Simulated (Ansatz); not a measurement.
# ZrTeSe monolayer, Janus under uniaxial strain along a, the zigzag direction, with the width clamped

Aim: how do the optical modes of ZrTeSe monolayer, Janus shift and split under this strain?

Program: Ansatz 0.2.0. Level of theory: DFT PBE, scalar-relativistic, plane waves, PAW; PAW set soft_1. Results are calculated unless marked as measured.

### 1. The structure

The cell holds 3 atoms: 1 Zr, 1 Se and 1 Te. Its edges and angles: a = 3.750 Å, b = 3.750 Å, c = 30.000 Å, α = 90.0°, β = 90.0°, γ = 120.0°. Vacuum lies along c. The height across the vacuum is the one that the program set for its solve, not the one typed.

### 2. A rough relaxation first

The start is far from rest, so a relaxation with loose tolerances brings it close first. The program lengthens the typed cell of 20.0 Å along the normal to 30.0 Å, as its cut-off of the electrostatics needs, and moves no atom.

input.yaml

```yaml
crystal:
  lattice:
    - [3.75, 0.0, 0.0]
    - [-1.875, 3.2476, 0.0]
    - [0.0, 0.0, 20.0]
  atoms:
    - { symbol: Zr, position: [0.0, 0.0, 0.5] }
    - { symbol: Se, position: [0.333333, 0.666667, 0.575] }
    - { symbol: Te, position: [0.666667, 0.333333, 0.42] }
  periodic: [true, true, false]
kpoints:
  mp_grid: { grid: [6, 6, 1] }
hamiltonian:
  xc: pbe
  pseudopotentials: { kind: paw, azcp: { folder: soft_1 } }
scf:
  occupations: { method: gaussian, width: 0.1 }
output:
  forces: true
  stress: true
  eigenvalues: true
relax:
  adjacent_minimum: "off"
  f_tol: 0.05
  max_steps: 80
  cell: { stress_2d_tol: 0.02 }
```

Command:

```
$ ansatz run input.yaml --threads 4 --pin off --max-ram 16384MiB --backend cpu --events-out ev --progress --plain --runs-dir out
```

Numbers of over 12 decimals in the logs are rounded to 6 here.

The log of the run:

```text
[...]
F+E_penalty+E_count = -16636.35218299 eV   max|allowed force component| = 1.404e-2 eV/Å   (the final SCF, on the basis selected at the relaxed cell)
  cell:  # Å, volume = 389.1751 Å³
    - [3.870317, 0, 0]
    - [-1.935159, 3.351793, 0]
    - [0, 0, 30.0]
  atoms:
    - { symbol: Zr, position: [0, 0, 0.336766] }
    - { symbol: Se, position: [0.333333, 0.666667, 0.386523] }
    - { symbol: Te, position: [0.666667, 0.333333, 0.273377] }
[key lines of the parts left out:]
SCF converged after 9 iterations
Free energy (F): -16636.352183 eV
Fermi energy:    -4.873034 eV
P = ½ c Tr σ = 0.0151 N/m
```

It took 13 s on 4 threads of Arm Neoverse V2, shared host; peak memory 0.69 GiB.

Step by step:

| step | energy less that of the first step (eV) | largest force component (eV/Å) | volume (Å³) |
| --- | --- | --- | --- |
| 1 | 0.0000 | 3.6756 | 365.36 |
| 2 | -0.6333 | 0.6483 | 370.56 |
| 3 | -0.6594 | 0.7943 | 384.13 |
| 4 | -0.6960 | 0.1204 | 390.04 |
| 5 | -0.6967 | 0.0141 | 389.18 |
| 6* | -0.6972 | 0.0140 | 389.18 |

Relaxation steps marked * repeat the geometry before them on a plane-wave basis chosen anew for their cell, so energy and pressure can jump there.

The run keeps the 6 symmetry operations that it works with, so distortions that break them were not tested.

```
cell as run  before  after  change
      a (Å)   3.750  3.870  +3.2 %
      b (Å)   3.750  3.870  +3.2 %
```

The atoms that moved most (Å, along periodic axes as changes of fractional coordinates times the final cell, across vacuum about the mean position):

```csv
atom,dx,dy,dz,length
Te3,0.000,0.000,-0.199,0.199
Zr1,0.000,0.000,0.103,0.103
Se2,0.000,0.000,0.096,0.096
```

The relaxed structure:

```xyz
3
Lattice="3.8703 0.0000 0.0000 -1.9352 3.3518 0.0000 0.0000 0.0000 30.0000" Properties=species:S:1:pos:R:3
Zr    0.0000    0.0000   10.1030
Se    0.0000    2.2345   11.5957
Te    1.9352    1.1173    8.2013
```

This step gave:

- gap on the k-mesh: 0 eV
- area per atom: 4.324 Å²

The relaxation ends with a largest force component of 0.014 eV/Å.

### 3. Relaxation

Harmonic phonons are second derivatives at a point where the forces vanish, and they are wanted at zero stress, so atoms and cell are relaxed first.

input.yaml, the sections that differ from step 2:

```yaml
crystal:
  lattice:
    - [3.870317254, 0.0, 0.0]
    - [-1.935158627, 3.3517930627, 0.0]
    - [0.0, 0.0, 30.0]
  atoms:
    - { symbol: Zr, position: [0.0, 0.0, 0.3367659596] }
    - { symbol: Se, position: [0.3333333333, 0.6666666667, 0.3865234776] }
    - { symbol: Te, position: [0.6666666667, 0.3333333333, 0.2733772295] }
  periodic: [true, true, false]
kpoints:
  mp_grid: { grid: [12, 12, 1] }
relax:
  adjacent_minimum: "off"
  f_tol: 0.005
  max_steps: 80
  cell: { stress_2d_tol: 0.02 }
# hamiltonian, scf, output: as in step 2
```

The log of the run:

```text
[...]
Crystal: 3 atoms, lattice volume = 389.175 Å³
Basis set: ecut = 420 eV, 7685 PW (Γ), exchange–correlation on 54×54×432 points (8 copies of the dense FFT grid, shifted against one another)
Bands: 27, of which v1, the nominal top of the filled ones, is band 22 counted from 1 (21 counted from 0)
Symmetry: 6 space group operations
[...]
--- Relaxed structure (5 steps of the walk, 5 accepted, 1 SCFs on fresh bases) ---
[...]
cell:  # Å, volume = 393.1273 Å³
    - [3.889920, 0.0, 0]
    - [-1.944960, 3.368769, 0]
    - [0, 0, 30.0]
  atoms:
    - { symbol: Zr, position: [0, 0, 0.336738] }
    - { symbol: Se, position: [0.333333, 0.666667, 0.386054] }
    - { symbol: Te, position: [0.666667, 0.333333, 0.273875] }
[key lines of the parts left out:]
SCF converged after 8 iterations
Free energy (F): -16636.370159 eV
Fermi energy:    -4.904774 eV
P = ½ c Tr σ = -0.0005 N/m
```

The job ended after 31 s (4 threads; peak memory 0.79 GiB).

The steps of the relaxation:

```
step  energy less that of the first step (eV)  largest force component (eV/Å)  volume (Å³)
   1                                   0.0000                          0.0600       389.18
   2                                  -0.0006                          0.0992       392.57
   3                                  -0.0015                          0.0170       392.36
   4                                  -0.0015                          0.0050       392.90
   5                                  -0.0015                          0.0005       393.13
  6*                                  -0.0016                          0.0006       393.13
```

Relaxation steps marked * repeat the geometry before them on a plane-wave basis chosen anew for their cell, so energy and pressure can jump there.

Forces are held to the 6 operations that the run works with; a distortion that breaks them can't arise in this run.

```csv
cell as run,before,after,change
a (Å),3.870,3.890,+0.5 %
b (Å),3.870,3.890,+0.5 %
```

The atoms that moved most (Å, along periodic axes as changes of fractional coordinates times the final cell, across vacuum about the mean position):

```csv
atom,dx,dy,dz,length
Te3,0.000,0.000,0.015,0.015
Se2,0.000,0.000,-0.014,0.014
```

Final coordinates:

```xyz
3
Lattice="3.8899 0.0000 0.0000 -1.9450 3.3688 0.0000 0.0000 0.0000 30.0000" Properties=species:S:1:pos:R:3
Zr    0.0000    0.0000   10.1021
Se    0.0000    2.2458   11.5816
Te    1.9450    1.1229    8.2162
```

Numbers from this step:

| Quantity | Value |
| --- | --- |
| area per atom | 4.368 Å² |

The relaxation ends with a largest force component of 5.6e-4 eV/Å.

### 4. Tight relaxation

Phonons need small forces and stress, so the relaxation is finished with tight tolerances on 12×12×1 k points.

input.yaml

```yaml
crystal:
  lattice:
    - [3.8899197355, 0.0, 0.0]
    - [-1.9449598678, 3.3687693096, 0.0]
    - [0.0, 0.0, 30.0]
  atoms:
    - { symbol: Zr, position: [0.0, 0.0, 0.3367376552] }
    - { symbol: Se, position: [0.3333333333, 0.6666666667, 0.386054139] }
    - { symbol: Te, position: [0.6666666667, 0.3333333333, 0.2738748725] }
  periodic: [true, true, false]
kpoints:
  mp_grid: { grid: [12, 12, 1] }
hamiltonian:
  xc: pbe
  pseudopotentials: { kind: paw, azcp: { folder: soft_1 } }
scf:
  occupations: { method: methfessel_paxton, width: 0.2 }
output:
  forces: true
  stress: true
  eigenvalues: true
  write_density: true
  write_potential: true
  elf: true
  volumetric_format: npy
relax:
  adjacent_minimum: "off"
  f_tol: 0.001
  max_steps: 60
  cell: { stress_2d_tol: 0.002 }
```

The log of the run:

```text
[...]
Crystal: 3 atoms, lattice volume = 393.127 Å³
Basis set: ecut = 420 eV, 7805 PW (Γ), exchange–correlation on 54×54×432 points (8 copies of the dense FFT grid, shifted against one another)
Bands: 27, of which v1, the nominal top of the filled ones, is band 22 counted from 1 (21 counted from 0)
Symmetry: 6 space group operations
[...]
--- Relaxed structure (4 steps of the walk, 4 accepted, 1 SCFs on fresh bases) ---
[...]
cell:  # Å, volume = 392.9379 Å³
    - [3.888983, 2.886055749102709e-11, 0]
    - [-1.944491, 3.367958, 0]
    - [0, 0, 30.0]
  atoms:
    - { symbol: Zr, position: [0, 0, 0.336736] }
    - { symbol: Se, position: [0.333333, 0.666667, 0.386076] }
    - { symbol: Te, position: [0.666667, 0.333333, 0.273855] }
[key lines of the parts left out:]
SCF converged after 10 iterations
Free energy (F): -16636.368445 eV
Fermi energy:    -4.903976 eV
P = ½ c Tr σ = -0.0001 N/m
```

Wall time 29 s (4 threads); peak memory 0.79 GiB; 1.8 min of CPU time.

Little changed from the start: no atom moved by 0.005 Å and no cell edge by 0.1 %.

This step gave:

- area per atom: 4.366 Å²

Valence density in the ac plane at fractional y = 0.333, with atoms of Te within 0.2 Å of it. It is the smooth field of the valence electrons, not physical close to the nuclei.

Values in e/Å³, 24 rows by 14 columns, each cell a mean:
```
 0  0  0  0  0  0  0  0  0  0  0  0  0  0
 0  0  0  0  0  0  0  0  0  0  0  0  0  0
 0  0  0  0  0  0  0  0  0  0  0  0  0  0
 0  0  0  0  0  0  0  0  0  0  0  0  0  0
 0  0  0  0  0  0  0  0  0  0  0  0  0  0
 0  0  0  0  0  0  0  0  0  0  0  0  0  0
 0  0  0  0  0  0  0  0  0  0  0  0  0  0
 0  0  0  0  0  0  0  0  0  0  0  0  0  0
 0  0  0  0  0  0  0  0  0  0  0  0  0  0
 0  0  0  0  0  0  0  0  0  0  0  0  0  0
 0  0  0  0  0  0  0  0  0  0  0  0  0  0
 0  0  0  0  0  0  0  0  0  0  0  0  0  0
 0  0  0  0  0  0  0  0  0  0  0  0  0  0
 0  0  0  0  0  0  0  0  0  0  0  0  0  0
 0  0  0  0  0  0  0  0  0  0  0  0  0  0
 0  0  0  0  0  0  0  0  0  0  0  0  0  0
 0  0  0  0  0  0  0  1  1  1  1  1  0  0
 0  0  0  0  0  0  1  3  7 10  9  4  1  0
 0  0  0  0  0  0  0  0  0  0  0  0  0  0
 0  0  0  0  0  0  0  0  0  0  0  0  0  0
 0  0  0  0  0  0  0  0  0  0  0  0  0  0
 0  0  0  0  0  0  0  0  0  0  0  0  0  0
 0  0  0  0  0  0  0  0  0  0  0  0  0  0
 0  0  0  0  0  0  0  0  0  0  0  0  0  0
```
Columns run along a (3.9 Å), rows up along c (30.0 Å). Atoms in or near the plane, at fractional coordinates: Te at (0.67, 0.27).

ELF in the ac plane at fractional y = 0.333, with atoms of Te within 0.2 Å of it. It is the smooth field of the valence electrons, not physical close to the nuclei.

Values, 24 rows by 14 columns, each cell a mean:
```
0.00 0.00 0.00 0.00 0.00 0.00 0.00 0.00 0.00 0.00 0.00 0.00 0.00 0.00
0.00 0.00 0.00 0.00 0.00 0.00 0.00 0.00 0.00 0.00 0.00 0.00 0.00 0.00
0.00 0.00 0.00 0.00 0.00 0.00 0.00 0.00 0.00 0.00 0.00 0.00 0.00 0.00
0.00 0.00 0.00 0.00 0.00 0.00 0.00 0.00 0.00 0.00 0.00 0.00 0.00 0.00
0.00 0.00 0.00 0.00 0.00 0.00 0.00 0.00 0.00 0.00 0.00 0.00 0.00 0.00
0.00 0.00 0.00 0.00 0.00 0.00 0.00 0.00 0.00 0.00 0.00 0.00 0.00 0.00
0.00 0.00 0.00 0.00 0.00 0.00 0.00 0.00 0.00 0.00 0.00 0.00 0.00 0.00
0.00 0.00 0.00 0.00 0.00 0.00 0.00 0.00 0.00 0.00 0.00 0.00 0.00 0.00
0.00 0.00 0.00 0.00 0.00 0.00 0.00 0.00 0.00 0.00 0.00 0.00 0.00 0.00
0.00 0.00 0.00 0.00 0.00 0.00 0.00 0.00 0.00 0.00 0.00 0.00 0.00 0.00
0.00 0.00 0.00 0.00 0.00 0.00 0.00 0.00 0.00 0.00 0.00 0.00 0.00 0.00
0.00 0.00 0.00 0.00 0.00 0.00 0.00 0.00 0.00 0.00 0.00 0.00 0.00 0.00
0.01 0.02 0.03 0.02 0.02 0.01 0.00 0.00 0.00 0.00 0.00 0.00 0.00 0.01
0.28 0.37 0.41 0.39 0.32 0.20 0.10 0.03 0.01 0.00 0.00 0.01 0.06 0.14
0.67 0.74 0.76 0.75 0.69 0.56 0.37 0.14 0.05 0.03 0.04 0.09 0.27 0.49
0.26 0.30 0.32 0.30 0.27 0.23 0.20 0.17 0.17 0.17 0.17 0.16 0.18 0.21
0.35 0.21 0.13 0.16 0.29 0.45 0.53 0.52 0.47 0.44 0.46 0.50 0.53 0.50
0.60 0.36 0.17 0.26 0.52 0.63 0.53 0.33 0.18 0.12 0.14 0.27 0.47 0.60
0.31 0.10 0.03 0.06 0.23 0.51 0.66 0.73 0.74 0.74 0.74 0.74 0.70 0.59
0.02 0.01 0.00 0.00 0.02 0.06 0.13 0.22 0.27 0.29 0.28 0.24 0.16 0.09
0.00 0.00 0.00 0.00 0.00 0.00 0.00 0.01 0.01 0.01 0.01 0.01 0.00 0.00
0.00 0.00 0.00 0.00 0.00 0.00 0.00 0.00 0.00 0.00 0.00 0.00 0.00 0.00
0.00 0.00 0.00 0.00 0.00 0.00 0.00 0.00 0.00 0.00 0.00 0.00 0.00 0.00
0.00 0.00 0.00 0.00 0.00 0.00 0.00 0.00 0.00 0.00 0.00 0.00 0.00 0.00
```
Columns run along a (3.9 Å), rows up along c (30.0 Å). Atoms in or near the plane, at fractional coordinates: Te at (0.67, 0.27).

Electrostatic potential energy in the ac plane at fractional y = 0.333, with atoms of Te within 0.2 Å of it. With pseudopotentials it is smooth inside the atoms' cores, unlike the true potential.

Ten even steps from '_' (-13 eV) to '@' (0 eV), each cell a mean:
```
@@@@@@@@@@@@@@@@@@@@@@@@@@@@
@@@@@@@@@@@@@@@@@@@@@@@@@@@@
@@@@@@@@@@@@@@@@@@@@@@@@@@@@
@@@@@@@@@@@@@@@@@@@@@@@@@@@@
@@@@@@@@@@@@@@@@@@@@@@@@@@@@
@@@@@@@@@@@@@@@@@@@@@@@@@@@@
@@@@@@@@@@@@@@@@@@@@@@@@@@@@
@@@@@@@@@@@@@@@@@@@@@@@@@@@@
@@@@@@@@@@@@@@@@@@@@@@@@@@@@
@@@@@@@@@@@@@@@@@@@@@@@@@@@@
@@@@@@@@@@@@@@@@@@@@@@@@@@@@
@@@@@@@@@@@@@@@@@@@@@@@@@@@@
@@@@@@@@@@@@@@@@@@@@@@@@@@@@
@@@@@@@@@@@@@@@@@@@@@@@@@@@@
**++==++**##%%@@@@@@@@@@%%%%
--::....--++**##%%%%%%####++
++======++++==--::::::::--==
**%%%%%%##--____::**++____..
@@@@@@@@@@%%%%****++++**##%%
@@@@@@@@@@@@@@@@@@@@@@@@@@@@
@@@@@@@@@@@@@@@@@@@@@@@@@@@@
@@@@@@@@@@@@@@@@@@@@@@@@@@@@
@@@@@@@@@@@@@@@@@@@@@@@@@@@@
@@@@@@@@@@@@@@@@@@@@@@@@@@@@
```
Columns run along a (3.9 Å; values clipped at the 3rd and 97th percentile), rows up along c (30.0 Å). Atoms in or near the plane, at fractional coordinates: Te at (0.67, 0.27).

The largest force component left is 0.084 meV/Å, within the tolerances set.

### 5. Zone-centre response at rest

The force constants come from the linear response of the density to a displacement.

The modes at rest are the reference of the series.

input.yaml, the sections that differ from step 4:

```yaml
crystal:
  lattice:
    - [3.8889826561, 0.0, 0.0]
    - [-1.9444913281, 3.3679577751, 0.0]
    - [0.0, 0.0, 30.0]
  atoms:
    - { symbol: Zr, position: [0.0, 0.0, 0.3367355021] }
    - { symbol: Se, position: [0.3333333333, 0.6666666667, 0.3860760934] }
    - { symbol: Te, position: [0.6666666667, 0.3333333333, 0.2738550712] }
  periodic: [true, true, false]
output:
  eigenvalues: true
phonons:
  method: dfpt
# kpoints, hamiltonian, scf: as in step 4
# relax: removed
```

The log of the run:

```text
[...]
Crystal: 3 atoms, lattice volume = 392.938 Å³
Basis set: ecut = 420 eV, 7805 PW (Γ), exchange–correlation on 54×54×432 points (8 copies of the dense FFT grid, shifted against one another)
Bands: 27, of which v1, the nominal top of the filled ones, is band 22 counted from 1 (21 counted from 0)
Symmetry: 6 space group operations
k-points: 43 of 144 (irreducible under 2 space group operations, time reversal used)
[...]
SCF iter  12: F=-16636.368445 eV  HF=-16636.368445 eV  |F-HF|=3.02e-10  |Δ(HF+E_count)|=   1.85e-9  S|Δr|=    0.00e0  Δρ=3.67e-8  dr2=4.45e-12  ethr=1.00e-12  ⟨swp⟩=14.8  Hψ=9808  notcnv=0
SCF 1 converged in 12 iterations: F = -16636.368445 eV  dr2 = 4.45e-12
[...]
DFPT response loops at Γ: preconditioner auto → none (partly filled bands, converged f_vac=0.759); β = 0.50; Broyden in place of MSR1
SCF converged after 12 iterations
[...]
Free energy (F): -16636.368445 eV
[...]
Internal energy: -16636.369303 eV  (E = F + TS)
E sigma→0 (E₀):  -16636.368659 eV
Entropy (-TS):   0.000859 eV (0.286 meV/atom)
Fermi energy:    -4.903976 eV
Step filling:    the computed levels leave a gap of 0.0000 eV = 0.0 smearing widths at the electron count; against every level under it full and every level over it empty, smearing changes F+E_penalty+E_count by -0.366 meV and its σ→0 estimate by -0.581 meV
[...]
--- Band table (eV; the first three rows and the last of 43) ---
  k-point 0: bands = [... 18 lower, -7.7113, -6.5140, -4.6992, -4.6992, -4.2652, -4.2652, -3.7586, -1.1560, ... 1 higher]
  k-point 1: bands = [... 18 lower, -7.6893, -6.3476, -5.3982, -5.0608, -4.1610, -3.8906, -3.5375, -1.4987, ... 1 higher]
  k-point 2: bands = [... 18 lower, -7.6420, -6.5492, -6.0450, -5.4843, -4.2917, -3.4487, -3.2596, -1.9233, ... 1 higher]
  k-point 42: bands = [... 18 lower, -8.0047, -7.5762, -7.2667, -6.6863, -3.8461, -3.3471, -2.7390, -1.8104, ... 1 higher]
--- Phonons (Γ-DFPT): 6 representative perturbations + reference, on 43 of 144 k-points (Σ response iterations 27) ---
  k mesh reduced under 2 symmetry operations, with k and −k counted as one. Each operation leaves every solved perturbation unchanged. A smaller set is not used because it would not reduce the number of displacements times k-points to solve
  ASR residual: 1.111e-4 → 0.000e0 eV/Å²; symmetrization residual: 8.033e-5 eV/Å²
  ASR residual per site (eV/Å²): 1.11e-4 6.02e-5 6.77e-5
  Γ frequencies (cm⁻¹): 0.00 0.00 0.00 93.25 93.25 142.81 142.81 153.67 236.29
  non-analytic LO–TO correction: not included (Born effective charges unavailable; polar crystals: no LO–TO splitting at Γ)
```

Elapsed: 99 s, on 4 threads; peak memory 1.9 GiB.

This step gave:

```yaml
sum_rule_residual_before_enforcement: 1.11e-4 eV/Å²
point_group: 3m
highest_optical_mode_at_the_zone_centre_no_lo_to_term: 236.3 cm⁻¹
lowest_optical_zone_centre_mode: 93.25 cm⁻¹
```

Patterns of degenerate modes are one choice out of their space. Modes at Γ, with each element's share of the kinetic energy:

```
mode  frequency (cm⁻¹)  symmetry  Zr %  Se %  Te %
   1               0.0  acoustic    31    27    43
   2               0.0  acoustic    31    27    43
   3               0.0  acoustic    31    27    43
   4              93.2         E    35     9    55
   5              93.2         E    35     9    55
   6             142.8         E    34    64     2
   7             142.8         E    34    64     2
   8             153.7        A1     3    50    48
   9             236.3        A1    67    24     9
```

Displacements in mode 4 (93.2 cm⁻¹), the largest set to 1:
```
Zr1  0.24 -0.94  0.00
Se2  0.13 -0.52  0.00
Te3 -0.25  1.00  0.00
```

Displacements in mode 8 (153.7 cm⁻¹), the largest set to 1:
```
Zr1  0.00  0.00  0.21
Se2  0.00  0.00  1.00
Te3  0.00  0.00 -0.77
```

Before it was imposed, the acoustic sum rule was missed by 1.1e-4 eV/Å². Small misses are needed for a sound result but don't prove that mesh and cutoff are converged. The lowest optical mode is real, 93.2 cm⁻¹.

### 6. A member of the series: uniaxial strain of +5 % along a, the zigzag direction, with the width clamped

The cell takes a uniaxial strain of +5 % along a, the zigzag direction, with the width clamped. The cell is held, and the atoms relax in it.

input.yaml, the sections that differ from step 5:

```yaml
crystal:
  lattice:
    - [4.0834317891, 0.0, 0.0]
    - [-2.0417158946, 3.3679577751, 0.0]
    - [0.0, 0.0, 30.0]
  atoms:
    - { symbol: Zr, position: [-0.0010210302, -0.0020420605, 0.3368442731] }
    - { symbol: Se, position: [0.3371240766, 0.6742481532, 0.3847655611] }
    - { symbol: Te, position: [0.6638969537, 0.3277939073, 0.2750568325] }
  periodic: [true, true, false]
output:
  forces: true
  stress: true
  eigenvalues: true
relax:
  adjacent_minimum: "off"
  f_tol: 0.001
  max_steps: 60
# kpoints, hamiltonian, scf: as in step 5
# phonons: removed
```

The log of the run:

```text
[...]
F+E_penalty+E_count = -16636.32080660 eV   max|allowed force component| = 2.197e-5 eV/Å
  cell:  # Å, volume = 412.5848 Å³
    - [4.0834317891, 3.031105085006049e-11, 0.0]
    - [-2.041715894575, 3.367958, 0.0]
    - [0.0, 0.0, 30.0]
  atoms:
    - { symbol: Zr, position: [-0.00136937, -0.00273873, 0.336884] }
    - { symbol: Se, position: [0.338016, 0.676032, 0.384437] }
    - { symbol: Te, position: [0.663353, 0.326706, 0.275346] }
[key lines of the parts left out:]
SCF converged after 5 iterations
Free energy (F): -16636.320807 eV
Fermi energy:    -4.899026 eV
P = ½ c Tr σ = -1.3691 N/m
```

Run time: 70 s. Hardware: 4 threads; peak memory 0.97 GiB; 4.6 min of CPU time.

Relaxation path:

```csv
step,energy less that of the first step (eV),largest force component (eV/Å)
1,0.0000,0.0787
2,0.0014,0.1453
3,-0.0008,0.0067
4,-0.0008,0.0045
5,-0.0008,0.0023
6,-0.0008,0.0026
7,-0.0008,0.0000
```

Relaxation step 2 was tried and not accepted.

Forces are held to the 2 operations that the run works with; a distortion that breaks them can't arise in this run.

The atoms that moved most (Å):

| atom | dx | dy | dz | length |
| --- | --- | --- | --- | --- |
| Se2 | 0.000 | 0.006 | -0.010 | 0.012 |
| Te3 | 0.000 | -0.004 | 0.009 | 0.009 |

The relaxed structure:

```xyz
3
Lattice="4.0834 0.0000 0.0000 -2.0417 3.3680 0.0000 0.0000 0.0000 30.0000" Properties=species:S:1:pos:R:3
Zr    0.0000   -0.0092   10.1065
Se    0.0000    2.2768   11.5331
Te    2.0417    1.1003    8.2604
```

Numbers from this step:

```
area per atom : 4.584 Å²
```

The largest force component left is 0.023 meV/Å.

[end of part 1 of 2]

[Logs are printed without paths, hosts, clocks, repeated set-up lines and the standing remarks that a program may print on its own settings, such as how far it seeks lower states.]

[Hosts, paths, dates, database ids (printed as entryN), source tags and the programs' standing remarks are cut or masked in the printed files.]
